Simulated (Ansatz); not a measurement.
# Localised basis functions on Σ13 (111) twist boundary in Si (312 atoms), part 3 of 3

Wanted: errors and times of a linear-scaling basis for Σ13 (111) twist boundary in Si (312 atoms). A setting counts as converged where the r.m.s. difference of forces stays under 1 % of the r.m.s. force.

Ansatz 0.2.0; Kohn-Sham DFT, PBE, PAW (set soft_2), plane waves.

The cell: 312 Si. The host structure and its lattice constant were typed by rule, without a check against the phase diagram. Only the Γ point is sampled, in a cell whose shortest periodic width is 12 Å.

So far. Step 10 (Support functions medium, spacing 0.231 Å (grid laid …): Forces differ from the reference by 0.85 meV/Å r.m.s., 0.70 % of their size, within a tolerance of 1 %; the energy by -0.27 meV/atom.

**11. Support functions medium, spacing 0.206 Å (grid laid 0.195 Å)**

Level of this step: Kohn-Sham DFT, PBE, PAW (set soft_2), localised support functions (medium) (Ansatz).

The grid spacing sets how fine a wave the support functions can hold. The typed value is an upper bound: the grid laid has 72×72×192 points, 0.195 Å apart at most.

Contents of input.yaml:

```yaml
crystal:
  lattice:
    - [13.84639, 0.0, 0.0]
    - [-6.92319, 11.99132, 0.0]
    - [0.0, 0.0, 37.38589]
  atoms:
    [... the 312 atom lines of step 2 ...]
kpoints:
  mp_grid: { grid: [1, 1, 1] }
hamiltonian:
  xc: pbe
scf:
  occupations: { method: gaussian, width: 0.05 }
  eigensolver: { kind: { support_functions: { accuracy: medium, spacing: 0.206 } } }
  mixing: { beta: 0.2 }
  max_iter: 150
output:
  forces: true
  eigenvalues: true
```

Command:

```sh
ansatz run input.yaml --threads 4 --pin off --max-ram 15872MiB --backend cpu --events-out ev --progress --plain --runs-dir out
```

Numbers of over 12 decimals in the logs are rounded to 6 here.

Output:

```text
[...]
Crystal: 312 atoms, lattice volume = 6207.422 Å³
Basis set: ecut = 420 eV, 121283 PW (Γ), exchange–correlation on 192×192×500 points (8 copies of the dense FFT grid, shifted against one another)
Bands: 749, of which v1, the nominal top of the filled ones, is band 624 counted from 1 (623 counted from 0)
Symmetry: 1 space group operations
k-points: 1
[...]
SCF iter   1: F=—  HF=-198299.382617 eV  |F-HF|=—  |Δ(HF+E_count)|=         —  Δρ=3.87e-2  dr2=8.26e1  ethr=1.00e-1
[...]
SCF iter  13: F=—  HF=-198349.215963 eV  |F-HF|=—  |Δ(HF+E_count)|=   4.56e-3  Δρ=9.32e-6  dr2=7.09e-6  ethr=2.06e-9  κ⁻¹=9.5e-8(r=7)
SCF iter  14: F=-198349.215959 eV  HF=-198349.215961 eV  |F-HF|=1.28e-6  |Δ(HF+E_count)|=   2.01e-6  Δρ=5.14e-6  dr2=2.53e-6  ethr=5.68e-10
SCF 1 converged in 14 iterations: F = -198349.316518 eV  dr2 = 2.53e-6
[...]
SCF converged after 14 iterations
[...]
Free energy (F): -198349.316518 eV
[...]
Internal energy: -198349.226463 eV  (E = F + TS)
E sigma→0 (E₀):  -198349.271491 eV
Entropy (-TS):   -0.090055 eV (-0.289 meV/atom)
Fermi energy:    6.437903 eV
[...]
Σ components = -198349.316518   (vs F -198349.316518, Δ=0.00e0)
--- Forces (eV/Å), atoms counted from 1 ---
  atom   1  Si     0.49766177     0.52551328    -0.03550540
  atom   2  Si    -0.20869309    -0.06826879     0.19235763
  atom   3  Si     0.02896389     0.02721487     0.21105512
  atom   4  Si    -0.01281501     0.01853555    -0.05197026
[...]
atom 312  Si     0.00586851    -0.00608655    -0.20286705
  max |Σ_I F_I| component: 8.04e-4 eV/Å
--- Band table (eV) ---
[...]
```

Run time: 6.7 min. Hardware: 4 threads of Arm Neoverse V2, shared host; peak memory 9 GiB; 26 min of CPU time.

Keys that differ from the reference: support_functions.accuracy = "medium", support_functions.spacing = 0.206, scf.max_iter = 150 and scf.mixing.beta = 0.2.

Forces differ from the reference by 0.83 meV/Å r.m.s., 0.68 % of their size, within a tolerance of 1 %; the energy by -0.31 meV/atom.

Runs without a result: support functions medium, spacing 0.463 Å (grid laid 0.462 Å) (cut at the time limit); support functions medium, spacing 0.386 Å (grid laid 0.385 Å) (cut at the time limit); support functions medium, spacing 0.334 Å (grid laid 0.312 Å) (cut at the time limit).

**12. The ladder side by side**

Each row is set against the plane-wave reference (Kohn-Sham DFT, PBE, PAW (set soft_2), plane waves; r.m.s. force component 0.121 eV/Å). Energies are set beside the reference only for runs with its functional, potentials and electron count. Times are for 4 threads of Arm Neoverse V2, shared host. The reference's time includes the DOS, the stress and grids, which some other runs skip.

```csv
run,"Δ force, r.m.s. (meV/Å)",share of r.m.s. force (%),Δ energy (meV/atom),cycles,time,host memory (GiB)
reference,-,-,-,7,5.6 min,10
support functions medium,0.881,0.726,-0.369,14,4.3 min,6.7
support functions low,0.883,0.727,-0.369,13,4.1 min,6.8
support functions high,0.818,0.673,-0.311,15,13 min,13
"support functions medium, spacing 0.296 Å (grid laid 0.288 Å)",0.919,0.756,-0.596,14,4.6 min,6.9
"support functions medium, spacing 0.231 Å (grid laid 0.231 Å)",0.849,0.699,-0.274,14,5.8 min,7.8
"support functions medium, spacing 0.206 Å (grid laid 0.195 Å)",0.829,0.682,-0.307,14,6.7 min,9.0
```

**13. What the reference run shows**

With the settings judged, the reference run is read for its physics.

Neighbours are counted within 2.68 Å (Si-Si).

Length of the force by element and coordination:

```csv
element,coordination,atoms,mean length of the force (eV/Å),spread,least,most
Si,all,312,0.146,0.151,0.0172,0.725
Si,3,12,0.725,0,0.725,0.725
Si,4,300,0.123,0.0997,0.0172,0.413
```

Intrinsic-atomic-orbital charges by element and coordination:

```csv
element,coordination,atoms,mean charge (e),spread,least,most
Si,all,312,0,0.0129,-0.03,0.0261
Si,3,12,-0.0246,0,-0.0246,-0.0246
Si,4,300,0.001,0.0122,-0.03,0.0261
```

By region:

```csv
region,atoms,mean length of the force (eV/Å),net charge (e)
lower grain,156,0.146,0
upper grain,156,0.146,0
```

Density of states as counts of states in windows of 1 eV (from the Fermi level), total and the larger projections:

```csv
from (eV),to (eV),total,Si p,Si s
-13,-12,5.2,0.2,4.9
-12,-11,50.4,12.0,38.1
-11,-10,56.5,16.6,39.6
-10,-9,133.7,41.5,91.6
-9,-8,64.3,23.5,40.5
-8,-7,65.8,32.4,32.9
-7,-6,121.9,67.8,53.1
-6,-5,48.7,27.9,20.2
-5,-4,104.4,83.4,20.1
-4,-3,201.3,182.3,17.2
-3,-2,192.0,182.1,7.7
-2,-1,144.1,137.8,4.0
-1,0,59.0,54.1,3.0
0,1,32.3,21.4,8.0
1,2,123.4,72.8,33.7
2,3,264.0,153.3,54.9
```

The levels nearest the highest filled one (over half full), pooled over k-points and spins:

```csv
level less the highest filled one (eV),occupation
-0.0926,2.00
-0.0797,2.00
-0.0066,1.56
-0.0066,1.56
0,1.44
0,1.44
0.205,0
0.253,0
0.253,0
0.277,0
0.277,0
0.550,0
```

Planar average of the electrostatic potential energy along the normal, with the Fermi level as zero, after a running mean with a triangular window 4 Å wide at its base:

```csv
height (Å),potential energy (eV)
0.0,-4.89
1.0,-5.64
2.1,-5.93
3.1,-3.83
4.2,-5.09
5.4,-5.67
6.4,-3.81
7.5,-5.47
8.5,-5.68
9.6,-3.82
10.6,-5.49
11.7,-5.67
12.7,-3.81
13.8,-5.47
15.0,-5.32
16.0,-3.76
17.0,-5.76
18.1,-5.80
19.1,-4.81
20.2,-6.21
21.2,-4.98
22.3,-3.88
23.5,-6.09
24.5,-4.68
25.6,-4.16
26.6,-6.12
27.7,-4.69
28.7,-4.17
29.8,-6.12
30.8,-4.67
31.9,-4.17
33.0,-6.13
34.1,-4.29
35.1,-4.40
36.2,-6.26
37.2,-5.07
```

Valence density in the ca plane at fractional y = 0.394, with atoms of Si within 0.2 Å of it. It is the smooth field of the valence electrons, not physical close to the nuclei.

Ten even steps from '0' (0.03 e/Å³) to '9' (0.56 e/Å³), each cell a mean:
```
1111000013676554455775310014632499962255200000
3443200001233211135897421124775565655675200000
4455310000000000014675554345775321224553210012
3145310000000000014531487665564200001222100135
5676310001111000013665565566775210001221000124
4676421123554210012443222246997421123332100012
2565544456896310001111000024776544456774200001
3687544445665210001121100013565444456885210011
5898532123332100012344322235776322224553100012
5675210001121100024786666665675210001110000024
4564210001222110124797666851254200000000000024
3576421123554210012444333554564100000000000025
3565566665576310000010000123432100012333211236
3542378884245310000000000001111000024665554555
2565555566687410000111000000000000025764676664
1233211124798642223454210011111000013565433457
0010000012576565555566421234543110012343211124
0000000012575566566446422247996421122332100012
1222110113688643233454311235775321124554210113
3576421123454310001233211112232110124787543345
5898521112332100001233321000000000014765676764
3454210012343211123565421000110000014665566665
1121000012455444455787421012333221236897432233
0000000013675576764576310013554565666786310001
```
Columns run along c (16.0 Å, from fractional 0.29 to 0.71 of the cell), rows up along a (13.8 Å). Atoms in or near the plane, at fractional coordinates: Si at (0.48, 0.85), Si at (0.29, 0.85), Si at (0.31, 0.44), Si at (0.37, 0.43), Si at (0.56, 0.98), Si at (0.62, 0.97), Si at (0.54, 0.55).

Electrostatic potential energy in the ca plane at fractional y = 0.394, with atoms of Si within 0.2 Å of it. With pseudopotentials it is smooth inside the atoms' cores, unlike the true potential.

Ten even steps from '0' (-40 eV) to '9' (10 eV), each cell a mean:
```
9999999999864589874368999998300058710016999999
7789999999998999998877899998633478852258999999
1126999999999999998621269998888999998889999999
0005899999999999998300048864478999999999999998
4457999999999999999743478864478999999999999998
9888899998889999999988899988788899998899999999
9865689975568999999999999999755689875578999999
9865689975568999999999999999755689875578999999
8777899998889999999987899998888899988889999999
6568999999999999999753588742258999999999999998
7678999999999999999865688600017999999999999997
9888899998889999999988899742258999999999999998
9731268862237999999999999998899999999988899988
8500038840005899999999999999999999998633589853
9742368863237999999999999999999999998400378730
9998999999887789998778999999999999999765789876
9999999999852258984114899988889999999999999999
9999999999740048873003799987788999998899999999
9999999999876689998668999998888899998889999999
9888899998889999999999999999999999999866789976
8888899998899999999998899999999999998510278840
8889999999998999999888899999999999998621378852
9999999999864589975468999999988899998777899987
9999999998620168850027999998622378852258999999
```
Columns run along c (16.0 Å, from fractional 0.29 to 0.71 of the cell; values clipped at the 3rd and 97th percentile), rows up along a (13.8 Å). Atoms in or near the plane, at fractional coordinates: Si at (0.48, 0.85), Si at (0.29, 0.85), Si at (0.31, 0.44), Si at (0.37, 0.43), Si at (0.56, 0.98), Si at (0.62, 0.97), Si at (0.54, 0.55).

Forces differ by site in this geometry: Si atoms with 3 neighbours bear 0.72 eV/Å on average, against 0.12 eV/Å for those with 4. Intrinsic-atomic-orbital charges run from -0.03 to +0.03 e. Within 0.4 eV of the Fermi level the largest share is Si p (85 % of the projected weight).

**14. Distances and neighbours**

Bonds and neighbours are counted at the geometry of the runs.

Density 2.34 g/cm³, 19.90 Å³ an atom.

Pair distribution function in bins of 0.1 Å:

```csv
r (Å),total
2.25,0.00
2.35,10.40
2.45,0.81
2.55,0.10
2.65,0.00
2.75,0.00
2.85,0.15
2.95,0.14
3.05,0.07
3.15,0.00
3.25,0.00
3.35,0.21
3.45,0.00
3.55,0.19
3.65,0.18
3.75,1.20
3.85,9.67
3.95,0.98
4.05,0.37
4.15,0.21
4.25,0.10
4.35,0.48
4.45,3.81
4.55,3.50
4.65,0.96
4.75,0.05
4.85,0.00
4.95,0.17
5.05,0.10
5.15,0.09
5.25,0.31
5.35,0.84
5.45,1.40
5.55,0.56
5.65,0.08
5.75,0.29
5.85,1.66
5.95,2.89
6.05,0.35
6.15,0.39
6.25,0.19
6.35,0.33
6.45,0.13
6.55,0.79
```

Bonds by pair of elements; cutoffs follow the first minimum of g(r), held within bounds set by covalent radii, and pairs that aren't listed don't count as bonded:

```csv
pair A-B,cutoff (Å),bonds,mean length (Å),spread (Å),shortest (Å),B about A,A about B
Si-Si,2.68,618,2.36,0.034,2.31,3.96,3.96
```

How many atoms have how many bonded neighbours:

```csv
element,mean,3,4
Si,3.96,12,300
```

Rings of the network by King's shortest-path rule, up to 12 atoms, one path for each pair of neighbours; H, halogens, alkali and alkaline-earth atoms are left out, and the last column divides by all other atoms, bonded or not:

```csv
ring size (atoms),rings,per network atom
6,579,1.86
8,22,0.071
```

The first maximum of g(r) stands at about 2.36 Å. Counting bonds as in the table, 96 % of Si atoms have 4 bonded neighbours. Rings of 6 atoms are the most common (96 % of those counted); sizes run from 6 to 8.

A closer look about Si217, picked at random: 16 atoms, nearest first, numbered in the order of the input, with positions taken from that point.

```csv
atom,x,y,z,distance (Å),bonds,intrinsic-atomic-orbital charge (e),Fx,Fy,Fz (eV/Å)
Si217,0.00,0.00,0.00,0.00,4,0.02,-0.002,-0.008,0.204
Si234,1.62,1.38,-0.96,2.33,4,-0.02,-0.046,0.215,0.193
Si274,-2.11,0.60,-0.79,2.33,4,0.00,0.000,0.000,-0.081
Si218,0.03,0.00,2.34,2.34,4,-0.01,-0.154,-0.029,0.040
Si216,0.67,-2.06,-0.89,2.34,3,-0.02,-0.704,-0.169,0.035
Si83,1.62,-0.17,-2.97,3.38,4,-0.02,-0.046,-0.215,-0.193
Si167,-1.57,-1.57,3.07,3.78,4,0.00,0.022,-0.021,-0.063
Si285,-0.50,2.16,3.07,3.79,4,0.00,0.007,0.030,-0.063
Si275,-2.64,2.73,0.00,3.80,4,0.02,0.008,0.002,0.204
Si161,-3.69,-0.92,0.00,3.80,4,0.02,-0.006,0.006,0.204
Si99,-2.11,0.60,-3.13,3.82,4,0.00,0.000,0.000,0.081
Si245,3.73,0.88,-0.02,3.84,4,0.01,-0.056,-0.037,0.257
Si223,2.16,-0.61,3.11,3.84,4,0.00,0.019,0.001,0.052
Si221,2.73,-2.69,0.01,3.84,4,0.02,0.025,-0.006,0.068
Si165,-1.02,-3.72,-0.29,3.87,4,0.03,-0.242,0.326,-0.075
Si235,1.09,3.71,-0.29,3.88,4,0.03,-0.161,-0.373,-0.075
```

The column of bonds counts only the pairs Si-Si within 2.68 Å; other neighbours, such as metal atoms beside each other in a compound, aren't counted, and periodic images can show an atom twice.

**15. What came out**

| Item | Value |
| --- | --- |
| free energy per atom | -635.7347 eV/atom |
| density | 2.344 g/cm³ |
| pressure | 1.422 GPa |
| r.m.s. force component | 0.1215 eV/Å |
| wall time of the 10 DFT runs | 53 min |

**Reading.** Against plane waves at 420 eV, the forces differ by 0.88 meV/Å (0.73 %) with support functions medium. Differences between support functions and plane waves include what basis error the plane-wave run still has. The force difference hardly changes among these support-function runs, which points to the basis of the plane-wave reference as its main source. As the typed spacing goes from 0.206 to 0.296 Å, the force difference goes from 0.83 to 0.92 meV/Å, and the time from 6.7 min to 4.6 min.

Levels near the Fermi energy are neither full nor empty under the smearing, so no gap is quoted. Forces differ by site in this geometry: Si atoms with 3 neighbours bear 0.72 eV/Å on average, against 0.12 eV/Å for those with 4. Counting bonds as in the table, 96 % of Si atoms have 4 bonded neighbours.

Caveats: The geometry was minimised with a classical potential after classical dynamics and isn't relaxed at this level: its force components are 0.12 eV/Å r.m.s.

[Logs are printed without paths, hosts, clocks, repeated set-up lines and the standing remarks that a program may print on its own settings, such as how far it seeks lower states.]

[Hosts, paths, dates, database ids (printed as entryN), source tags and the programs' standing remarks are cut or masked in the printed files.]
